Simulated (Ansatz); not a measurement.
# YMg2TaO6: complex band structure, part 2 of 3

Wanted: the relaxed cell of YMg2TaO6, its band edges and its decay constants. It is built by putting Mg for Sr in the Sr2YTaO6 structure of space group I4/m, with the volume rescaled by atomic radii. The parent structure comes from the Materials Project.

Ansatz 0.2.0; PBE DFT, plane waves, PAW files (the session's first sound run).

So far. Step 2 (Cell and atoms at rest): The largest force component on a free atom ends at 6.0e-4 eV/Å.

The structure was built from a prototype and need not be the compound's stable phase.

## Step 3: The bulk crystal and its band edges

The energy window and the wavevectors of the next steps follow from the band edges, so these are searched first, off the mesh as well.

input.yaml

```yaml
crystal:
  lattice:
    - [-2.8342040607, 2.8342040607, 4.0328304807]
    - [2.8342040607, -2.8342040607, 4.0328304807]
    - [2.8342040607, 2.8342040607, -4.0328304807]
  atoms:
    - { symbol: Mg, position: [0.75, 0.25, 0.5] }
    - { symbol: Mg, position: [0.25, 0.75, 0.5] }
    - { symbol: "Y", position: [0.0, 0.0, 0.0] }
    - { symbol: Ta, position: [0.5, 0.5, 0.0] }
    - { symbol: O, position: [0.7391147321, 0.7391147321, 0.0] }
    - { symbol: O, position: [0.2608852679, 0.2608852679, 0.0] }
    - { symbol: O, position: [0.1734532919, 0.6416654458, 0.8151187378] }
    - { symbol: O, position: [0.8265467081, 0.3583345542, 0.1848812622] }
    - { symbol: O, position: [0.3583345542, 0.1734532919, 0.5317878461] }
    - { symbol: O, position: [0.6416654458, 0.8265467081, 0.4682121539] }
kpoints:
  mp_grid: { grid: [6, 6, 6] }
  band_path: { path: [VBM, CBM], npoints: 30 }
scf:
  occupations: { method: fixed }
hamiltonian:
  xc: pbe
output:
  eigenvalues: true
  write_potential: true
  write_density: true
  volumetric_format: npy
```

Run with:

```console
> ansatz run input.yaml --threads 2 --pin off --max-ram 4096MiB --backend cpu --events-out ev --progress --plain --runs-dir out
```

Numbers of over 12 decimals in the logs are rounded to 6 here.

Output:

```text
[...]
Crystal: 10 atoms, lattice volume = 129.578 Å³
Basis set: ecut = 420 eV, 2605 PW (Γ)
Bands: 50, of which v1, the nominal top of the filled ones, is band 40 counted from 1 (39 counted from 0)
Symmetry: 8 space group operations
[...]
k-points: 36 of 216
[...]
SCF iter   1: F=—  HF=-21044.447555 eV  |F-HF|=—  |Δ(HF+E_count)|=         —  Δρ=2.22e-3  dr2=3.57e-3  ethr=1.77e-3  ⟨swp⟩=5.0  Hψ=6336  notcnv=0  defer=266
[...]
SCF iter   8: F=-21044.448856 eV  HF=-21044.448856 eV  |F-HF|=3.97e-9  |Δ(HF+E_count)|=   2.64e-8  Δρ=2.30e-6  dr2=5.67e-9  ethr=1.25e-10  ⟨swp⟩=1.0  Hψ=4445  notcnv=0
SCF 1 converged in 8 iterations: F = -21044.448856 eV  dr2 = 5.67e-9
[...]
NSCF: frozen V_eff on 36 k-points
[...]
SCF converged after 8 iterations
Free energy (F): -21044.448856 eV
[...]
Internal energy: -21044.448856 eV  (E = F + TS)
E sigma→0 (E₀):  -21044.448856 eV
Fermi energy:    7.878044 eV
[...]
--- Band table (eV; the first three rows and the last of 36) ---
  k-point 0: bands = [... 36 lower, 7.3605, 7.3605, 7.8755, 7.8755, 9.7992, 11.7130, 11.7130, 12.0700, ... 6 higher]
  k-point 1: bands = [... 36 lower, 7.2077, 7.3899, 7.5177, 7.7468, 10.4033, 11.5654, 11.9006, 12.3977, ... 6 higher]
  k-point 2: bands = [... 36 lower, 7.0582, 7.1888, 7.3318, 7.6786, 11.4324, 11.5758, 12.3878, 12.7636, ... 6 higher]
  k-point 35: bands = [... 36 lower, 6.5448, 6.9059, 7.8780, 7.8780, 12.0317, 12.4808, 12.5261, 12.5261, ... 6 higher]
```

Wall time 8.5 s (2 threads of AMD EPYC 9R45, shared host); peak memory 0.57 GiB.

Reading the cycles: dr2 is the Hartree energy of the density residual (eV), the measure of convergence; HF is the Harris–Foulkes estimate of the energy, which meets the free energy F at convergence.

This step gave:

- free energy: -21044.4489 eV
- Fermi energy: 7.878 eV
- gap on the k-mesh: 1.921 eV
- gap on path: 1.921 eV, by band count; negative where bands overlap
- direct gap on path: 1.924 eV
- edge places on path: 0, 1.750 1/A along the path

The electronic bands at the labelled points (eV, zero at the Fermi level (highest filled level under fixed occupations); v1 is the highest filled band, c1 the lowest empty one):

```
  point     v4     v3     v2     v1    c1    c2    c3    c4
    VBM  -1.33  -0.97   0.00   0.00  4.15  4.60  4.65  4.65
halfway  -1.06  -0.79  -0.79  -0.45  4.26  4.26  4.92  5.38
    CBM  -0.52  -0.52   0.00   0.00  1.92  3.83  3.83  4.19
```

The searched edges give 1.92 eV, as on the mesh.

## Step 4: Complex bands

This step: PBE DFT, plane waves, PAW files; complex bands by layer matching along the plane's normal (Ansatz 0.2.0).

The same crystal is laid in a cell whose first two vectors span the (110) plane (indices of the standard conventional cell, whose axes can be ordered otherwise than in the bulk input). At fixed energy and wavevector in the plane the solver finds all kz, real and complex. A few wavevectors are listed, (0, 0) and (-0.5, -0.5) in units of the plane's reciprocal vectors; the slowest state needn't be among them.

input.yaml

```yaml
crystal:
  lattice:
    - [5.68587258, 0.0, 0.0]
    - [0.034875275, 5.685765623, 0.0]
    - [2.825498653, -2.842882811, 4.008169821]
  atoms:
    - { symbol: Mg, position: [0.25, 0.25, 0.5] }
    - { symbol: Mg, position: [0.75, 0.75, 0.5] }
    - { symbol: "Y", position: [0.0, 0.0, 0.0] }
    - { symbol: Ta, position: [0.5, 0.5, 0.0] }
    - { symbol: O, position: [0.7391147321, 0.7391147321, 0.0] }
    - { symbol: O, position: [0.2608852679, 0.2608852679, 0.0] }
    - { symbol: O, position: [0.3583345542, 0.6416654458, 0.8151187378] }
    - { symbol: O, position: [0.6416654458, 0.3583345542, 0.1848812622] }
    - { symbol: O, position: [0.8265467081, 0.1734532919, 0.5317878461] }
    - { symbol: O, position: [0.1734532919, 0.8265467081, 0.4682121539] }
kpoints:
  mp_grid: { grid: [6, 6, 6] }
scf:
  occupations: { method: fixed }
hamiltonian:
  xc: pbe
output:
  eigenvalues: true
  transmission:
    leads: [[0, 0]]
    kpoints: [[0.0, 0.0], [-0.5, -0.5]]
    e_range: [-1.0, 2.92]
    de: 0.1
```

Output:

```text
[...]
Crystal: 10 atoms, lattice volume = 129.578 Å³
Basis set: ecut = 420 eV, 2605 PW (Γ)
Bands: 50, of which v1, the nominal top of the filled ones, is band 40 counted from 1 (39 counted from 0)
Symmetry: 8 space group operations
[...]
k-points: 36 of 216
[...]
SCF iter   1: F=—  HF=-21044.447593 eV  |F-HF|=—  |Δ(HF+E_count)|=         —  Δρ=2.22e-3  dr2=3.58e-3  ethr=1.77e-3  ⟨swp⟩=5.0  Hψ=6332  notcnv=0  defer=269
[...]
SCF iter   8: F=-21044.448885 eV  HF=-21044.448885 eV  |F-HF|=4.05e-9  |Δ(HF+E_count)|=   2.81e-8  Δρ=2.30e-6  dr2=5.66e-9  ethr=1.25e-10  ⟨swp⟩=1.0  Hψ=4443  notcnv=0
SCF 1 converged in 8 iterations: F = -21044.448885 eV  dr2 = 5.66e-9
[...]
transmission: 7 of 14 steps passed
transmission: 14 of 14 steps passed
SCF converged after 8 iterations
Free energy (F): -21044.448885 eV
[...]
Internal energy: -21044.448885 eV  (E = F + TS)
E sigma→0 (E₀):  -21044.448885 eV
Fermi energy:    7.878043 eV
[...]
--- Band table (eV; the first three rows and the last of 36) ---
  k-point 0: bands = [... 36 lower, 7.3605, 7.3605, 7.8755, 7.8755, 9.7992, 11.7130, 11.7130, 12.0700, ... 6 higher]
  k-point 1: bands = [... 36 lower, 7.2077, 7.3899, 7.5177, 7.7468, 10.4034, 11.5654, 11.9006, 12.3977, ... 6 higher]
  k-point 2: bands = [... 36 lower, 7.0582, 7.1888, 7.3318, 7.6786, 11.4324, 11.5758, 12.3878, 12.7636, ... 6 higher]
  k-point 35: bands = [... 36 lower, 6.5448, 6.9059, 7.8780, 7.8780, 12.0317, 12.4808, 12.5261, 12.5261, ... 6 higher]
--- Transmission ---
  basis      : 289 plane waves across, 7 finite elements along
  points     : 2, as listed
  energies   : 40 from -1.000000 to 2.900000 eV about the Fermi level, 0.100000 eV apart; the leads are filled to 0.960597 eV, and channels, transmission and decay are at 1.000000 eV
  crystal 0  : O6Y1Ta1Mg2, at the sites [0, 0], period 4.0082 Å: whole cells are its period
    offset         : up to 0.0000 Å between an atom of the period and one for which it stands
    channels       : 0.000000e0 a spin
    conductance    : none, the energies end too early or step too widely for 300 K: set another output.transmission.e_range or a lower de, or, where they end at an eighth of basis.ecutwfc, a higher one
    slowest decay  : 0.2017 /Å at (0.0000, 0.0000)
```

It took 23 s on 2 threads; peak memory 0.92 GiB; 37 s of CPU time.

Numbers from this step:

```yaml
level_to_which_the_leads_are_filled: 0.9606 eV from the Fermi level
decay_constant_at_the_filling_level_zone_centre: 0.2017 Å⁻¹
decay_constant_at_the_filling_level_slowest_listed_point: 0.2017 Å⁻¹
```

K parallel (0, 0); values up to 1.5 1/Å, a degenerate pair printed once or twice; energies at which all values exceed this have no row. The Im kz of the slowest decaying states by energy, zero at the highest filled level on the SCF mesh:

```
energy (eV)  decay 1 (Å⁻¹)  decay 2 (Å⁻¹)  decay 3 (Å⁻¹)  decay 4 (Å⁻¹)
      -1.00          0.123          0.144          0.295          0.343
      -0.80         0.0795          0.162          0.166          0.386
      -0.60         0.0387          0.142          0.175          0.261
      -0.40          0.170          0.240          0.283          0.292
      -0.20          0.127          0.282          0.444          0.445
       0.00         0.0199         0.0295          0.208          0.291
       0.20          0.131          0.202          0.285          0.303
       0.40          0.168          0.265          0.316          0.333
       0.60          0.188          0.306          0.328          0.368
       0.80          0.199          0.334          0.338          0.396
       1.00          0.202          0.347          0.354          0.419
       1.10            0.2          0.352          0.361          0.429
       1.30          0.190          0.359          0.371          0.447
       1.50          0.169          0.365          0.375          0.452
       1.70          0.131          0.371          0.376          0.452
       1.90         0.0427          0.374          0.375          0.452
       2.10          0.370          0.378          0.453          0.497
       2.30          0.364          0.380          0.452          0.505
       2.50          0.357          0.381          0.451          0.511
       2.70          0.347          0.382          0.449          0.517
       2.90          0.336          0.381          0.446          0.512
```

K parallel (0, 0). The Re kz of states that move upwards by energy, zero at the highest filled level on the SCF mesh:

```csv
energy (eV),channel 1 (Å⁻¹),channel 2 (Å⁻¹),channel 3 (Å⁻¹)
-1.00,-0.427,0.680,-
-0.90,-0.373,0.737,-
-0.70,-0.285,-0.0693,-
-0.60,-0.626,-0.402,-0.192
-0.50,-0.378,-0.339,0.146
-0.30,-0.623,-0.227,-
-0.20,-0.522,-0.169,-
-0.10,-0.184,-0.108,-
0.00,-,-,-
0.10,-,-,-
0.20,-,-,-
0.30,-,-,-
0.50,-,-,-
0.60,-,-,-
0.70,-,-,-
0.90,-,-,-
1.00,-,-,-
1.20,-,-,-
1.30,-,-,-
1.40,-,-,-
1.60,-,-,-
1.70,-,-,-
1.80,-,-,-
2.00,0.0847,-,-
2.10,0.131,-,-
2.20,0.167,-,-
2.40,0.227,-,-
2.50,0.255,-,-
2.60,0.281,-,-
2.80,0.329,-,-
2.90,0.353,-,-
```

K parallel (-0.5, -0.5); values up to 1.5 1/Å, a degenerate pair printed once or twice; energies at which all values exceed this have no row. Im kz of the slowest decaying states against energy, zero at the highest filled level on the SCF mesh:

```csv
energy (eV),decay 1 (Å⁻¹),decay 2 (Å⁻¹),decay 3 (Å⁻¹),decay 4 (Å⁻¹)
-1.00,0.110,0.115,0.190,0.469
-0.80,0.112,0.166,0.487,0.575
-0.60,0.0285,0.188,0.220,0.236
-0.40,0.191,0.259,0.385,0.517
-0.20,0.158,0.266,0.471,0.485
0.00,0.0130,0.0192,0.222,0.279
0.20,0.146,0.209,0.293,0.301
0.40,0.194,0.273,0.307,0.350
0.60,0.226,0.314,0.319,0.386
0.80,0.250,0.330,0.344,0.414
1.00,0.268,0.340,0.366,0.437
1.10,0.275,0.344,0.375,0.447
1.30,0.288,0.352,0.389,0.465
1.50,0.298,0.358,0.400,0.480
1.70,0.306,0.364,0.407,0.479
1.90,0.311,0.368,0.412,0.465
2.10,0.315,0.371,0.413,0.449
2.30,0.316,0.373,0.413,0.429
2.50,0.316,0.373,0.404,0.410
2.70,0.313,0.373,0.374,0.405
2.90,0.308,0.337,0.372,0.398
```

At the listed wavevectors the last open channel is at -0.10 eV and the next at +2.00 eV on the grid. At +1.00 eV, the grid energy nearest the filling level (the middle of the gap on the SCF mesh), the slowest state at the listed wavevectors decays with κ = 0.202 Å⁻¹, its amplitude falling by e over 5.0 Å. Through 1 nm of this crystal that state's transmission falls by exp(−2 × 0.202 Å⁻¹ × 10 Å) = 0.018.

## Step 5: Band edges at another level, cutoff 1380 eV

This step: PBE DFT, plane waves, JTH PAW files (Ansatz 0.2.0).

The edges again with JTH files, at the same atoms. Against that run the cutoff is 1380 eV against 420.

input.yaml

```yaml
crystal:
  lattice:
    - [-2.8342040607, 2.8342040607, 4.0328304807]
    - [2.8342040607, -2.8342040607, 4.0328304807]
    - [2.8342040607, 2.8342040607, -4.0328304807]
  atoms:
    - { symbol: Mg, position: [0.75, 0.25, 0.5] }
    - { symbol: Mg, position: [0.25, 0.75, 0.5] }
    - { symbol: "Y", position: [0.0, 0.0, 0.0] }
    - { symbol: Ta, position: [0.5, 0.5, 0.0] }
    - { symbol: O, position: [0.7391147321, 0.7391147321, 0.0] }
    - { symbol: O, position: [0.2608852679, 0.2608852679, 0.0] }
    - { symbol: O, position: [0.1734532919, 0.6416654458, 0.8151187378] }
    - { symbol: O, position: [0.8265467081, 0.3583345542, 0.1848812622] }
    - { symbol: O, position: [0.3583345542, 0.1734532919, 0.5317878461] }
    - { symbol: O, position: [0.6416654458, 0.8265467081, 0.4682121539] }
kpoints:
  mp_grid: { grid: [6, 6, 6] }
  band_path: { path: [VBM, CBM], npoints: 30 }
scf:
  occupations: { method: fixed }
hamiltonian:
  xc: pbe
  pseudopotentials: { kind: paw, source: jth }
output:
  eigenvalues: true
```

Output:

```text
Warning: <dir> the checks of this Mg dataset prove no rule for summing its radial tables, as where they were carried onto another mesh than they were made on, and Gregory's rule is taken, under which a leading mesh point left out moves its sums only by what lay on the interval it spanned. That does not make them correct, and they differ from Quantum ESPRESSO's on this file; a re-export a fraction of a mesh step off can move them. hamiltonian.pseudopotentials.radial_quadrature: simpson_from_first_knot sums it by `pw.x`'s rule; on a PAW file no value gives `pw.x`'s numbers. What more to know: hamiltonian.pseudopotentials.radial_quadrature, in the input reference
Warning: <dir> the checks of this Y dataset prove no rule for summing its radial tables, as where they were carried onto another mesh than they were made on, and Gregory's rule is taken, under which a leading mesh point left out moves its sums only by what lay on the interval it spanned. That does not make them correct, and they differ from Quantum ESPRESSO's on this file; a re-export a fraction of a mesh step off can move them. hamiltonian.pseudopotentials.radial_quadrature: simpson_from_first_knot sums it by `pw.x`'s rule; on a PAW file no value gives `pw.x`'s numbers. What more to know: hamiltonian.pseudopotentials.radial_quadrature, in the input reference
Warning: <dir> the checks of this Ta dataset prove no rule for summing its radial tables, as where they were carried onto another mesh than they were made on, and Gregory's rule is taken, under which a leading mesh point left out moves its sums only by what lay on the interval it spanned. That does not make them correct, and they differ from Quantum ESPRESSO's on this file; a re-export a fraction of a mesh step off can move them. hamiltonian.pseudopotentials.radial_quadrature: simpson_from_first_knot sums it by `pw.x`'s rule; on a PAW file no value gives `pw.x`'s numbers. What more to know: hamiltonian.pseudopotentials.radial_quadrature, in the input reference
Warning: <dir> the checks of this O dataset prove no rule for summing its radial tables, as where they were carried onto another mesh than they were made on, and Gregory's rule is taken, under which a leading mesh point left out moves its sums only by what lay on the interval it spanned. That does not make them correct, and they differ from Quantum ESPRESSO's on this file; a re-export a fraction of a mesh step off can move them. hamiltonian.pseudopotentials.radial_quadrature: simpson_from_first_knot sums it by `pw.x`'s rule; on a PAW file no value gives `pw.x`'s numbers. What more to know: hamiltonian.pseudopotentials.radial_quadrature, in the input reference
Warning: basis.ecutrho_ratio 4 (ecutrho = 5520 eV, dense FFT grid 72×72×72): the grid does not resolve the core-correction charge of Ta (measure 0.12 e/Å^2.5), Y (0.11); warned from 0.08. The energy and each atom's force then go with where the atoms sit on the grid: [figures from the program's tests cut] If this deck is also warned that a cutoff or its ratio is below what is recommended, mend that before anything bel [...]
[...]
Crystal: 10 atoms, lattice volume = 129.578 Å³
Basis set: ecut = 1380 eV, 15089 PW (Γ)
Bands: 50, of which v1, the nominal top of the filled ones, is band 40 counted from 1 (39 counted from 0)
Symmetry: 8 space group operations
[...]
k-points: 36 of 216
[...]
SCF iter   1: F=—  HF=-21002.972863 eV  |F-HF|=—  |Δ(HF+E_count)|=         —  Δρ=5.99e-2  dr2=5.90e0  ethr=3.10e-3  ⟨swp⟩=5.0  Hψ=7650  notcnv=0  defer=253
[...]
SCF iter  10: F=-21001.594635 eV  HF=-21001.594635 eV  |F-HF|=6.20e-9  |Δ(HF+E_count)|=   2.52e-7  Δρ=3.37e-6  dr2=2.08e-8  ethr=1.25e-10  ⟨swp⟩=12.6  Hψ=7929  notcnv=0
SCF 1 converged in 10 iterations: F = -21001.594635 eV  dr2 = 2.08e-8
[...]
SCF converged after 10 iterations
Free energy (F): -21001.594635 eV
[...]
Internal energy: -21001.594635 eV  (E = F + TS)
E sigma→0 (E₀):  -21001.594635 eV
Fermi energy:    8.084074 eV
[...]
--- Band table (eV; the first three rows and the last of 36) ---
  k-point 0: bands = [... 36 lower, 7.5741, 7.5741, 8.0821, 8.0821, 10.0059, 11.8950, 11.8950, 12.2460, ... 6 higher]
  k-point 1: bands = [... 36 lower, 7.4202, 7.6027, 7.7238, 7.9542, 10.6110, 11.7477, 12.0832, 12.5755, ... 6 higher]
  k-point 2: bands = [... 36 lower, 7.2680, 7.3951, 7.5440, 7.8882, 11.6132, 11.7844, 12.5704, 12.9428, ... 6 higher]
  k-point 35: bands = [... 36 lower, 6.7507, 7.1142, 8.0841, 8.0841, 12.2076, 12.6846, 12.7098, 12.7098, ... 6 higher]
```

It took 43 s on 2 threads; peak memory 1.4 GiB; 85 s of CPU time.

This step gave:

```yaml
free_energy: -21001.5946 eV
fermi_energy: 8.084 eV
gap_on_the_k_mesh: 1.922 eV
gap_on_path: 1.922 eV, by band count; negative where bands overlap
```

The electronic bands at the labelled points (eV, zero at the Fermi level (highest filled level under fixed occupations); v1 is the highest filled band, c1 the lowest empty one):

| point | v4 | v3 | v2 | v1 | c1 | c2 | c3 | c4 |
| --- | --- | --- | --- | --- | --- | --- | --- | --- |
| VBM | -1.33 | -0.97 | 0.00 | 0.00 | 4.12 | 4.60 | 4.63 | 4.63 |
| halfway | -1.06 | -0.79 | -0.79 | -0.44 | 4.24 | 4.24 | 4.89 | 5.38 |
| CBM | -0.51 | -0.51 | 0.00 | 0.00 | 1.92 | 3.81 | 3.81 | 4.16 |

The searched edges give 1.92 eV, as on the mesh.

[end of part 2 of 3]

[Logs are printed without paths, hosts, clocks, repeated set-up lines and the standing remarks that a program may print on its own settings, such as how far it seeks lower states.]

[Hosts, paths, dates, database ids (printed as entryN), source tags and the programs' standing remarks are cut or masked in the printed files.]
